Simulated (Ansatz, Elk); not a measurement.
# How far do independent atoms describe NaCu?

The structure of NaCu used here is made up (a known structure type with other elements) and was relaxed beforehand with PBEsol. The aim is the Fourier transform of its all-electron density, F(hkl), set beside the sum over free spherical atoms that refinements use.

Main program and level: Elk 11.2.3 (patched build); DFT, PBE, all-electron APW+lo, Dirac cores, scalar-relativistic bands, static density, no spin.

This account leaves out most program logs.

The structure was built from a prototype and need not be the compound's stable phase.

### Step 1. The structure

Symmetry: Pnma, No. 62, orthorhombic system. The conventional cell has a = 7.706 Å, b = 3.998 Å, c = 5.629 Å, α = 90.00°, β = 90.00°, γ = 90.00°. Nearest to Cu lie 2 Cu at 2.31 Å and 7 Na at 2.95 to 3.09 Å. Nearest to Na lie 7 Cu at 2.95 to 3.09 Å. Farther neighbours are not listed.

### Step 2. Ground state and structure factors

An all-electron density is needed, since X-rays see the cores too. Task 0 finds the density and task 195 Fourier-transforms it; tshift is off so that phases refer to the origin typed.

Input file elk.in:

```
tasks
  0
  195

xctype
  20

spinpol
  .false.

rgkmax
  7.0

gmaxvr
  14.0

lmaxo
  7

lmaxapw
  8

swidth
  0.002

tshift
  .false.

ramdisk
  .false.

hmaxvr
  5.5

maxscl
  120

epspot
  1e-06

sppath
  './'

avec
  14.56190605914 0.00000000000 0.00000000000
  0.00000000000 7.55442282005 0.00000000000
  0.00000000000 0.00000000000 10.63701157030

atoms
  2
  'Cu.in'
  4
  0.4725441127 0.7500000000 0.5957191411   0.000000 0.000000 0.000000
  0.9725441127 0.7500000000 0.9042808589   0.000000 0.000000 0.000000
  0.5274558873 0.2500000000 0.4042808589   0.000000 0.000000 0.000000
  0.0274558873 0.2500000000 0.0957191411   0.000000 0.000000 0.000000
  'Na.in'
  4
  0.3254477247 0.7500000000 0.1072732075   0.000000 0.000000 0.000000
  0.8254477247 0.7500000000 0.3927267925   0.000000 0.000000 0.000000
  0.6745522753 0.2500000000 0.8927267925   0.000000 0.000000 0.000000
  0.1745522753 0.2500000000 0.6072732075   0.000000 0.000000 0.000000

ngridk
  3 6 4
```

Started as:

```bash
$ OMP_NUM_THREADS=4 elk
```

It took 66 s on 4 threads of AMD EPYC 7B13 (Zen 3), shared host; peak memory 0.33 GiB; 3.3 min of CPU time.

SFACRHO.OUT:

```text

h k l indices transformed by vhmat matrix:
   1.000000000       0.000000000       0.000000000    
   0.000000000       1.000000000       0.000000000    
   0.000000000       0.000000000       1.000000000    

      h      k      l  multipl.   |H|            Re(F)            Im(F)           |F|

      0      0      0      1   0.0000000       160.00000     -0.53127670E-16   160.00000    
      1      0      0      2  0.43148097      0.30448132E-14 -0.31463070E-13  0.31610057E-13
      0      0      1      2  0.59069084     -0.28418257E-13 -0.10149377E-14  0.28436375E-13
     -1      0     -1      2  0.73149948       73.281147      0.50746887E-14   73.281147    
     -1      0      1      2  0.73149948       73.281147      -0.0000000       73.281147    
      0      1      0      2  0.83172275     -0.21747346E-13  -0.0000000      0.21747346E-13
      2      0      0      2  0.86296193       76.227830     -0.10149377E-13   76.227830    
      1      1      0      2  0.93698375      0.19283817E-13  -0.0000000      0.19283817E-13
      1     -1      0      2  0.93698375     -0.11164315E-13  -0.0000000      0.11164315E-13
      0     -1     -1      2   1.0201365      -34.347291     -0.30448132E-14   34.347291    
      0     -1      1      2   1.0201365       34.347291      0.10149377E-14   34.347291    
      2      0      1      2   1.0457624      -1.0062690     -0.44403526E-13   1.0062690    
      2      0     -1      2   1.0457624       1.0062690     -0.57851452E-13   1.0062690    
      1      1      1      2   1.1076345       10.505563      0.13701660E-13   10.505563    
      1      1     -1      2   1.1076345       10.505563     -0.12179253E-13   10.505563    
     -1      1      1      2   1.1076345      -10.505563     -0.81195020E-14   10.505563    
      1     -1      1      2   1.1076345      -10.505563     -0.10149377E-13   10.505563    
      0      0      2      2   1.1813817       42.350934      0.20298755E-14   42.350934
```

Elk indexes on the primitive cell of elk.in and gives |H| = 4π sin θ/λ in inverse bohr. Below, one row stands for each form hkl of the conventional cell (m members, Friedel mates merged), F is for one primitive cell and the density is static (no thermal factor). Free-atom factors are Waasmaier and Kirfel's, and R is Σm||F|−|F'||/Σm|F|.

| hkl | m | sin θ/λ (Å⁻¹) | abs F, DFT | neutral atoms | diff. |
| --- | --- | --- | --- | --- | --- |
| 100 | 2 | 0.065 | 0.000 | 0.000 | +0.000 |
| 001 | 2 | 0.089 | 0.000 | 0.000 | +0.000 |
| 101 | 4 | 0.110 | 73.281 | 73.252 | +0.029 |
| 010 | 2 | 0.125 | 0.000 | 0.000 | +0.000 |
| 200 | 2 | 0.130 | 76.228 | 76.468 | -0.240 |
| 110 | 4 | 0.141 | 0.000 | 0.000 | +0.000 |
| 011 | 4 | 0.153 | 34.347 | 34.715 | -0.367 |
| 201 | 4 | 0.157 | 1.006 | 1.118 | -0.111 |
| 111 | 8 | 0.167 | 10.506 | 10.442 | +0.064 |
| 002 | 2 | 0.178 | 42.351 | 42.688 | -0.337 |
| 210 | 4 | 0.180 | 60.299 | 60.807 | -0.508 |
| 102 | 4 | 0.189 | 44.464 | 44.805 | -0.341 |
| 300 | 2 | 0.195 | 0.000 | 0.000 | +0.000 |
| 211 | 8 | 0.201 | 61.430 | 62.187 | -0.757 |
| 301 | 4 | 0.214 | 90.162 | 91.167 | -1.005 |
| 012 | 4 | 0.217 | 0.000 | 0.000 | +0.000 |
| 202 | 4 | 0.220 | 26.381 | 26.722 | -0.341 |
| 112 | 8 | 0.227 | 95.797 | 97.106 | -1.309 |

### Step 3. The highest occupied states alone

An energy window below the Fermi level keeps the highest occupied states, to see at which angles they scatter; shallow core shells can lie inside it and anion s states outside. No new self-consistency is needed.

elk.in: that of step 2 with these lines changed.

```diff
@@ -1,3 +1,2 @@
 tasks
-  0
   195
@@ -40,2 +39,5 @@
 
+wsfac
+  -0.477760 0.373480
+
 sppath
```

Started as:

```bash
$ OMP_NUM_THREADS=4 elk
```

The job ended after 15 s (4 threads; peak memory 0.22 GiB).

States within 15 eV below the Fermi level hold 48.00 electrons; any levels below the window count with the cores. Their amplitudes can exceed the total, where window and core parts have opposite phase:

| hkl | sin θ/λ (Å⁻¹) | abs F, window | abs F, all |
| --- | --- | --- | --- |
| 100 | 0.065 | 0.000 | 0.000 |
| 001 | 0.089 | 0.000 | 0.000 |
| 101 | 0.110 | 29.831 | 73.281 |
| 010 | 0.125 | 0.000 | 0.000 |
| 200 | 0.130 | 32.502 | 76.228 |
| 110 | 0.141 | 0.000 | 0.000 |
| 011 | 0.153 | 18.016 | 34.347 |
| 201 | 0.157 | 6.007 | 1.006 |
| 111 | 0.167 | 4.324 | 10.506 |
| 002 | 0.178 | 10.576 | 42.351 |

### Step 4. Another functional

The difference from free atoms is small, so it is set against the change that PBEsol makes.

elk.in: that of step 3 with these lines changed.

```diff
@@ -1,2 +1,3 @@
 tasks
+  0
   195
@@ -4,3 +5,3 @@
 xctype
-  20
+  22
 
@@ -39,5 +40,2 @@
 
-wsfac
-  -0.477760 0.373480
-
 sppath
```

Started as:

```bash
$ OMP_NUM_THREADS=4 elk
```

The job ended after 67 s (4 threads; peak memory 0.33 GiB).

Against the first run R = 0.04 %; the largest change is -0.044 at 020.

### Step 5. Basis size

The basis and the expansions that go with it are enlarged, to see whether the differences are converged.

elk.in: that of step 4 with these lines changed.

```diff
@@ -5,3 +5,3 @@
 xctype
-  22
+  20
 
@@ -11,12 +11,12 @@
 rgkmax
-  7.0
+  8.5
 
 gmaxvr
-  14.0
+  18.0
 
 lmaxo
-  7
+  9
 
 lmaxapw
-  8
+  10
```

Started as:

```bash
$ OMP_NUM_THREADS=4 elk
```

The job ended after 3 min (4 threads; peak memory 0.74 GiB).

Against the first run R = 0.02 %; the largest change is -0.025 at 305.

### Step 6. Settings against the effect

| run | R against the first run (%) | R against neutral atoms, low angle (%) | wall time |
| --- | --- | --- | --- |
| PBE, rgkmax 7 | 0.00 | 1.30 | 66 s |
| PBEsol | 0.04 | 1.32 | 67 s |
| rgkmax 8.5 with larger expansions | 0.02 | 1.28 | 3 min |

### Step 7. Results

| Property | Result |
| --- | --- |
| R against neutral atoms, sin θ/λ < 0.3 Å⁻¹ | 1.30 % |
| R against neutral atoms, 0.3 to 0.53 Å⁻¹ | 0.37 % |

**Reading.** Independent neutral atoms miss the calculated amplitudes by R = 1.30 % below 0.3 Å⁻¹ and 0.37 % from there to 0.53 Å⁻¹; by shells, 0.13 % below 0.15 Å⁻¹ (2 forms), 1.41 % 0.15 to 0.3 (24 forms), 0.52 % 0.3 to 0.45 (53 forms), 0.13 % above 0.45 (41 forms). Bonding, aspherical density and the tables' own atoms all enter these figures, and the runs don't part them. The largest change of an amplitude is -1.42 electrons, at 020. The window's part falls from 48.0 electrons at the origin to at most 9.56 between 0.45 and 0.53 Å⁻¹, where compact states inside the window still scatter. Below 0.3 Å⁻¹ the changes that finished (PBEsol and rgkmax 8.5 with larger expansions) move F by R = 0.03 % at most, against the 1.30 % that separates it from free atoms. The k-mesh has no finished test. These runs have no spin, though d or f shells may be open. Part of the difference isn't bonding: the tables are fits to free atoms and ions calculated by other methods than this functional. Thermal motion, anomalous dispersion and extinction are left out.

[Logs are printed without paths, hosts, clocks, repeated set-up lines and the standing remarks that a program may print on its own settings, such as how far it seeks lower states.]

[Hosts, paths, dates, database ids (printed as entryN), source tags and the programs' standing remarks are cut or masked in the printed files.]
